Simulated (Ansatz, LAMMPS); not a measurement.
**Glassy 45SiO2-29Al2O3-13K2O-13BaO (mol %) (131 atoms) in motion**

Aim: follow glassy 45SiO2-29Al2O3-13K2O-13BaO (mol %) (131 atoms) for a short time with forces from DFT, then look at structure and electrons in the last frame.

Main program and level: Ansatz 0.2.0; Kohn-Sham DFT, RPBE, PAW (set soft_2), plane waves.

## 1. The structure

The cell holds 131 atoms: 17 Si, 22 Al, 10 K, 5 Ba and 77 O. Cell: a = 12.185 Å, b = 12.185 Å, c = 12.185 Å, α = 90.0°, β = 90.0°, γ = 90.0°. 131 atoms (17 Si, 22 Al, 10 K, 5 Ba, 77 O) placed at random at 3.01 g/cm³, melted at 4000 K for 10 ps at fixed volume with the Morse and Coulomb pair potential with partial charges (Pedone, Malavasi, Menziani, Cormack and Segre, J. Phys. Chem. B 110, 11780 (2006)). Quenched from 4000 K to 300 K at 50 K/ps and fixed volume, held 10 ps at zero pressure.

Limits known from the start: The quench rate of 50 K/ps is orders of magnitude faster than experiment, which tends to freeze in extra defects. The starting topology of bonds comes from the classical model, and needn't be the one that DFT or experiment would give. The Brillouin zone is sampled at Γ only, in a cell whose shortest periodic width is 12 Å. Spin–orbit coupling is left out, which matters for the levels of the heavy elements.

## 2. Dynamics started at 400 K

Without a thermostat the total energy must stay constant, which tests forces and time step. The time step is 1.0 fs.

The input, input.yaml:

```yaml
crystal:
  lattice:
    - [12.18463, 0.0, 0.0]
    - [0.0, 12.18463, 0.0]
    - [0.0, 0.0, 12.18463]
  atoms:
    - { symbol: Si, position: [0.16733, 0.97509, 0.8971] }
    - { symbol: Si, position: [0.67081, 0.48997, 0.48121] }
    - { symbol: Si, position: [0.78192, 0.34192, 0.66376] }
    - { symbol: Si, position: [0.14194, 0.57425, 0.15512] }
    [... 121 atom lines left out ...]
    - { symbol: O, position: [0.00931, 0.67404, 0.46756] }
    - { symbol: O, position: [0.60726, 0.68697, 0.3803] }
    - { symbol: O, position: [0.64451, 0.44194, 0.36607] }
    - { symbol: O, position: [0.44684, 0.20349, 0.85865] }
    - { symbol: O, position: [0.93322, 0.2895, 0.13484] }
    - { symbol: O, position: [0.86212, 0.02717, 0.7345] }
kpoints:
  mp_grid: { grid: [1, 1, 1] }
hamiltonian:
  xc: rpbe
scf:
  occupations: { method: fixed }
output:
  forces: true
  stress: true
md:
  timestep: 1.0
  n_steps: 104
  ensemble: nve
  temperature: 400
  initial_velocities: maxwell_boltzmann
  seed: 1256
```

The run is started by

```sh
ansatz run input.yaml --threads 4 --pin off --max-ram 8192MiB --backend cpu --events-out ev --progress --plain --runs-dir out
```

Run time: 33 min. Hardware: 4 threads of AMD EPYC 7R43, shared host; peak memory 2.8 GiB; 2.1 h of CPU time.

The program notes that the SCF threshold is loose for the stress and it switched symmetry off.

The trajectory, sampled:

```
time (fs)  T (K)  potential (meV/atom)  conserved (meV/atom)
      0.0    400                   0.0                  0.00
      7.0    573                 -22.4                 -0.16
     14.0    643                 -31.2                 -0.10
     21.0    636                 -30.4                 -0.12
     28.0    524                 -15.9                 -0.07
     35.0    524                 -16.0                 -0.08
     42.0    568                 -21.7                 -0.10
     49.0    561                 -20.8                 -0.09
     55.0    591                 -24.6                 -0.11
     62.0    578                 -22.9                 -0.10
     69.0    593                 -24.9                 -0.10
     76.0    614                 -27.6                 -0.11
     83.0    584                 -23.7                 -0.09
     90.0    577                 -22.8                 -0.10
     97.0    544                 -18.6                 -0.08
    104.0    580                 -23.2                 -0.10
```

Mean square displacement from the first frame to the last: Si 0.046 Å², Al 0.042 Å², K 0.25 Å², Ba 0.074 Å², O 0.086 Å².

Table of mean square displacement by time lag:

```
time lag (fs)  Al (Å²)  Ba (Å²)   K (Å²)   O (Å²)  Si (Å²)
          1.0   5.0e-5   1.0e-5   3.9e-5   8.9e-5   5.1e-5
          3.0   4.5e-4   9.2e-5   3.5e-4   8.0e-4   4.6e-4
          5.0  0.00124   2.6e-4   9.8e-4  0.00219  0.00125
          9.0  0.00386   8.3e-4  0.00317  0.00672  0.00378
         11.0  0.00560  0.00123  0.00474  0.00965  0.00538
         13.0  0.00754  0.00172  0.00661   0.0129  0.00709
         15.0  0.00962  0.00228  0.00879   0.0163  0.00883
         18.0   0.0129  0.00327   0.0126   0.0215   0.0113
         22.0   0.0171  0.00484   0.0187   0.0282   0.0143
         24.0   0.0190  0.00573   0.0222   0.0313   0.0155
         26.0   0.0208  0.00668   0.0260   0.0343   0.0166
         28.0   0.0224  0.00770   0.0300   0.0371   0.0176
         30.0   0.0239  0.00877   0.0343   0.0397   0.0185
         35.0   0.0267   0.0117   0.0459   0.0458   0.0206
         37.0   0.0275   0.0130   0.0510   0.0480   0.0214
         39.0   0.0282   0.0143   0.0563   0.0501   0.0223
         41.0   0.0288   0.0156   0.0617   0.0521   0.0232
         43.0   0.0292   0.0170   0.0673   0.0540   0.0241
         47.0   0.0300   0.0199   0.0791   0.0574   0.0260
         49.0   0.0303   0.0214   0.0851   0.0588   0.0269
         52.0   0.0308   0.0237   0.0945   0.0607   0.0281
```

Over the second half of 104 fs the temperature averages 582 K with swings of 19 K r.m.s. The conserved energy stays within 0.16 meV/atom. From first frame to last K has the largest mean square displacement, 0.25 Å² at the end; the farthest move is 0.75 Å. The mean temperature of 582 K lies well off the 400 K of the input: without a thermostat, the energy that the start releases heats the cell. The run spans 0.10 ps, too short for its means to be equilibrium values.

## 3. Distances and neighbours late in the run

The g(r) is a mean over the second half; what follows it is taken at the last frame.

Density 3.10 g/cm³, 13.81 Å³ an atom.

Mean of 15 frames. Pair distribution functions g(r), in bins of 0.2 Å:

```
r (Å)  total   O-O  O-Al   O-Si   O-K  O-Ba  Al-Al
 1.50   0.44  0.00  0.02   2.84  0.00  0.00   0.00
 1.70   2.90  0.00  6.56  10.54  0.00  0.00   0.00
 1.90   1.04  0.00  4.96   0.38  0.00  0.00   0.00
 2.10   0.08  0.00  0.40   0.00  0.00  0.05   0.00
 2.30   0.02  0.00  0.00   0.00  0.07  0.34   0.00
 2.50   0.58  1.14  0.02   0.00  1.39  1.17   0.12
 2.70   1.59  3.53  0.10   0.03  2.46  2.25   0.86
 2.90   1.47  2.60  0.51   0.24  1.96  2.73   2.45
 3.10   1.17  1.17  0.57   0.29  1.31  1.69   4.56
 3.30   0.97  0.58  0.80   0.87  0.83  0.54   2.76
 3.50   0.92  0.53  0.83   1.00  1.18  0.62   1.39
 3.70   0.96  0.61  1.31   1.14  0.71  0.49   0.47
 3.90   0.97  0.61  1.24   1.48  0.63  0.90   0.35
 4.10   1.03  0.62  1.35   1.82  0.91  0.86   0.86
 4.30   1.12  0.72  1.79   1.73  0.74  0.96   0.32
 4.50   0.97  0.85  1.52   0.86  0.99  0.81   0.64
 4.70   0.93  1.09  0.89   0.63  1.18  1.23   0.47
 4.90   0.99  1.28  0.50   0.72  1.31  1.76   1.11
 5.10   1.04  1.45  0.56   0.65  1.46  1.20   1.09
 5.30   1.08  1.44  0.70   0.83  1.05  0.80   1.03
 5.50   1.01  1.14  0.94   0.81  1.26  0.93   1.19
 5.70   0.96  0.98  1.05   0.87  0.94  0.65   1.19
 5.90   0.98  0.84  1.12   1.07  0.63  0.74   1.31
```

Bonds by pair of elements; cutoffs follow the first minimum of g(r), held within bounds set by covalent radii, and pairs that aren't listed don't count as bonded:

```
pair A-B  cutoff (Å)  bonds  mean length (Å)  spread (Å)  shortest (Å)  B about A  A about B
    O-Al        2.38     91             1.81       0.098          1.62       1.18       4.14
    O-Si        2.16     68             1.66        0.06          1.50      0.883          4
     O-K        3.33     68             2.85       0.229          2.40      0.883        6.8
    O-Ba        3.29     36             2.85       0.219          2.41      0.468        7.2
```

The cutoff for O-K falls short of the minimum of g(r), so counts run low and odd coordinations can be artefacts.

How many atoms have how many bonded neighbours:

```
element  mean   2   3   4  5  6  7  8  9
     Al  4.14   0   0  19  3  0  0  0  0
     Ba   7.2   0   0   0  1  0  2  1  1
      K   6.8   0   0   0  2  3  2  1  2
      O  3.42  10  30  32  5  0  0  0  0
     Si     4   0   0  17  0  0  0  0  0
```

Bond angles (no mean is given where the spread exceeds 20°):

```
 angle  count  mean (°)  spread (°)
O-Al-O    144       109        14.6
O-Si-O    102       109         6.7
Al-O-K     78       102        19.7
```

Oxygen atoms by the number of network formers (Si, P, Ge, B, Al, As, Ga) bound to them:

```
network formers bound to O  O atoms  per cent
                         0        0         0
                         1        6       7.8
                         2       60      77.9
                         3       11      14.3
```

Network units: each former by its oxygen neighbours and how many of them bridge to another former:

```
former  O neighbours  bridging O  atoms
    Si             4           3      4
    Si             4           4     13
    Al             4           3      2
    Al             4           4     17
    Al             5           5      3
```

Bond length by coordination (bonds to H left out):

```
element  coordination  atoms  mean bond length (Å)
     Al             4     19                  1.80
     Al             5      3                  1.89
     Ba             5      1                  2.84
     Ba             7      2                  2.81
     Ba             8      1                  2.89
     Ba             9      1                  2.89
      K             5      2                  2.77
      K             6      3                  2.88
      K             7      2                  2.79
      K             8      1                  2.83
      K             9      2                  2.93
      O             2     10                  1.68
      O             3     30                  2.06
      O             4     32                  2.28
      O             5      5                  2.54
```

Rings of the network by King's shortest-path rule, up to 12 atoms, one path for each pair of neighbours; H, halogens, alkali and alkaline-earth atoms are left out, and the last column divides by all other atoms, bonded or not:

```
ring size (atoms)  rings  per network atom
                4      2             0.017
                6     13             0.112
                8     14             0.121
               10     26             0.224
               12     28             0.241
```

For some of the pairs, g(r) has its first main peak near 2.8 Å (O-O), 1.8 Å (O-Al), 1.6 Å (O-Si), 2.7 Å (O-K), 2.9 Å (O-Ba) and 3.1 Å (Al-Al). The O-Al-O angle averages 109° with a spread of 15°. 78 % of the oxygens bridge two formers (Si and Al) and 8 % are non-bridging; 14 % join three. The commonest Al unit has 4 oxygens, 4 of them shared with other formers (17 of 22 atoms). Rings of 12 atoms are the most common (34 % of those counted); sizes run from 4 to 12, where the search stops.

## 4. Single point at the last frame

The last frame is solved once more, with the analyses that the dynamics left out.

The input, input.yaml:

```yaml
crystal:
  lattice:
    - [12.18463, 0.0, 0.0]
    - [0.0, 12.18463, 0.0]
    - [0.0, 0.0, 12.18463]
  atoms:
    - { symbol: Si, position: [0.17114, 0.98153, 0.89431] }
    - { symbol: Si, position: [0.66971, 0.47831, 0.50371] }
    - { symbol: Si, position: [0.79886, 0.34314, 0.67928] }
    - { symbol: Si, position: [0.13334, 0.58386, 0.14019] }
    [... 121 atom lines left out ...]
    - { symbol: O, position: [0.00927, 0.68474, 0.46359] }
    - { symbol: O, position: [0.59588, 0.66403, 0.39731] }
    - { symbol: O, position: [0.63197, 0.42849, 0.38688] }
    - { symbol: O, position: [0.44054, 0.21539, 0.86288] }
    - { symbol: O, position: [0.92007, 0.30893, 0.11949] }
    - { symbol: O, position: [0.85795, 0.01845, 0.74055] }
kpoints:
  mp_grid: { grid: [1, 1, 1] }
hamiltonian:
  xc: rpbe
scf:
  occupations: { method: fixed }
output:
  forces: true
  stress: true
  populations: true
  dos:
    method: { smearing: { sigma: 0.1 } }
    de: 0.1
    projected: { site_lists: { Al: [Al], Ba: [Ba], K: [K], O: [O], Si: [Si] } }
  eigenvalues: true
  write_density: true
  write_potential: true
  volumetric_format: npy
  elf: true
```

Wall time 53 s (4 threads); peak memory 2.8 GiB; 3.3 min of CPU time.

Numbers from this run:

```
free energy                                      : -111946.7941 eV
free energy per atom                             : -854.5557 eV/atom
SCF cycles                                       : 10
pressure                                         : 4.075 GPa
r.m.s. force component                           : 1.081 eV/Å
longest force                                    : 5.589 eV/Å
Fermi energy                                     : 5.685 eV
gap (highest filled to lowest empty level) : 2.856 eV
spilling of the projection                       : 0.0109
```

Length of the force by element:

```
element  coordination  atoms  mean length of the force (eV/Å)  spread  least   most
     Al           all     22                             1.74   0.753  0.886   4.21
     Ba           all      5                            0.539   0.196  0.381  0.915
      K           all     10                            0.757   0.260  0.455   1.20
      O           all     77                             1.60   0.837  0.390   5.59
     Si           all     17                             2.44    1.08  0.686   4.80
```

Löwdin charges by element (they lack the spilled electrons, 0.061 e an atom on average):

```
element  coordination  atoms  mean charge (e)  spread  least    most
     Al           all     22             1.28   0.045   1.18    1.37
     Ba           all      5             1.94  0.0223   1.91    1.96
      K           all     10            0.889  0.0173  0.860   0.917
      O           all     77           -0.875  0.0689  -1.13  -0.757
     Si           all     17             1.68  0.0403   1.58    1.75
```

States in the cell by windows of 1 eV, zero at the Fermi level; the larger projections on atomic orbitals stand beside the total:

```
from (eV)  to (eV)  total   O p   O s  Ba p   K p
      -18      -17   33.5   0.3  26.6   0.1   0.1
      -17      -16   20.3   0.2  16.4   0.2   0.1
      -16      -15    0.4   0.0   0.3   0.0   0.0
      -15      -14    0.0   0.0   0.0   0.0   0.0
      -14      -13    7.8   0.1   0.0   0.0   7.7
      -13      -12   53.4   0.8   0.4   6.3  45.5
      -12      -11   26.3   0.9   0.5  19.3   5.3
      -11      -10    2.7   0.2   0.1   2.3   0.0
      -10       -9   11.6   7.6   0.6   0.0   0.0
       -9       -8   10.1   6.9   0.6   0.0   0.0
       -8       -7   19.6  14.3   0.6   0.0   0.0
       -7       -6   39.8  30.2   0.9   0.1   0.1
       -6       -5   43.0  33.5   1.3   0.1   0.1
       -5       -4   66.9  56.0   1.7   0.2   0.1
       -4       -3   85.3  76.0   1.3   0.3   0.2
       -3       -2   94.5  87.7   0.9   0.3   0.2
       -2       -1   70.4  66.2   0.5   0.2   0.1
       -1        0   19.6  18.5   0.1   0.1   0.0
        0        1    1.1   1.0   0.0   0.0   0.0
        1        2    0.0   0.0   0.0   0.0   0.0
        2        3    1.9   0.1   0.5   0.0   0.0
        3        4    2.9   0.2   0.1   0.0   0.0
        4        5   23.3   2.2   2.2   0.0   0.0
```

With fixed occupations the program's Fermi level is the highest filled level; weight inside the gap is the broadening of levels at its edges.

Between -26 and -18 eV lie 102 more states.

The levels nearest the highest filled one (over half full), pooled over k-points and spins:

```
level less the highest filled one (eV)  occupation
                                -0.756           2
                                -0.734           2
                                -0.533           2
                                -0.504           2
                                -0.238           2
                                     0           2
                                  2.86           0
                                  3.82           0
                                  4.01           0
                                  4.14           0
                                  4.22           0
                                  4.26           0
```

Mean Löwdin charges: Al +1.28, Ba +1.94, K +0.89, O -0.88, Si +1.68 e (they miss 1.1 % of the electrons, so they add up to more than the cell's charge).

## 5. Outcome

| Item | Value |
| --- | --- |
| mean temperature, second half | 581.8 K |
| temperature swing, second half | 19.44 K |
| mean pressure, second half | 5.665 GPa |
| slope of the conserved energy against time, by least squares | -0.0064 meV/atom/ps |
| free energy per atom | -854.5557 eV/atom |
| pressure | 4.075 GPa |
| r.m.s. force component | 1.081 eV/Å |
| gap (highest filled to lowest empty level) | 2.856 eV |
| wall time of the 2 DFT runs | 34 min |

**Reading.** Over the second half of 104 fs the temperature averages 582 K with swings of 19 K r.m.s. The conserved energy stays within 0.16 meV/atom. The mean temperature of 582 K lies well off the 400 K of the input: without a thermostat, the energy that the start releases heats the cell. The run spans 0.10 ps, too short for its means to be equilibrium values. 78 % of the oxygens bridge two formers (Si and Al) and 8 % are non-bridging; 14 % join three. Between filled and empty levels lie 2.86 eV (at Γ alone); a semilocal functional tends to put such gaps too low. In a disordered cell it changes from sample to sample, and tail or defect levels can set it.

**Limits.** The stress is far from hydrostatic: its diagonal is 3.2, 6.1, 3.0 GPa, compression counted positive. The pressure of 4.1 GPa is that of one thermal frame at a volume set beforehand, without the kinetic term.

[Logs are printed without paths, hosts, clocks, repeated set-up lines and the standing remarks that a program may print on its own settings, such as how far it seeks lower states.]

[Hosts, paths, dates, database ids (printed as entryN), source tags and the programs' standing remarks are cut or masked in the printed files.]
